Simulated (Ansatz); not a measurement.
The compound is RbTcF3 (cubic perovskite) (Pm-3m).

The structure was built from a prototype and need not be the compound's stable phase.

```
Rb Tc F
1.0
     0.00000   -4.18826    0.00000
     0.00000    0.00000    4.18826
    -4.18826    0.00000    0.00000
Rb Tc F
1 1 3
Direct
  0.00000 0.00000 0.00000
  0.50000 0.50000 0.50000
  0.50000 0.50000 0.00000
  0.50000 0.00000 0.50000
  0.00000 0.50000 0.50000
```

The structure was relaxed with PBEsol. The structure type comes from a generator and need not be one that this composition takes. The structure was generated from a model, not taken from a measurement. The runs that relaxed it are not among those shown. The program's search for lower electronic states was switched off, so nothing shows that the state found is the lowest. PAW set soft_2, made with PBE.

A constrained-RPA run (Ansatz 0.2.0; non-magnetic PBEsol; Tc d + anion p, bands v12 to c2, 4×4×4 mesh, medium accuracy) builds 14 functions on bands 13 eV wide, with 23.0 electrons in the window. The bare on-site interaction is 15.3 eV and the bare J 0.59 eV.

Estimate U, U′ and J.

On the Tc d shell, U = 7.38 eV (48 % of the bare value), U′ = 6.46 eV, J = 0.45 eV.

The parent state is non-magnetic and the interaction static (zero frequency); U depends on the window and the orbitals, so it belongs to this model alone. A window that holds the anion p bands defines a model with explicit ligands; its U belongs to that model and is not the U of DFT+U.

[Paths, hosts, dates, memory and timing lines, banners, echoed tables and standing remarks are left out of the program output.]

[Logs are printed without paths, hosts, clocks, repeated set-up lines and the standing remarks that a program may print on its own settings, such as how far it seeks lower states.]

[Runs of the session that timed out or met a known fault of the program may be left out.]

[Hosts, paths, dates, database ids (printed as entryN), source tags and the programs' standing remarks are cut or masked in the printed files.]
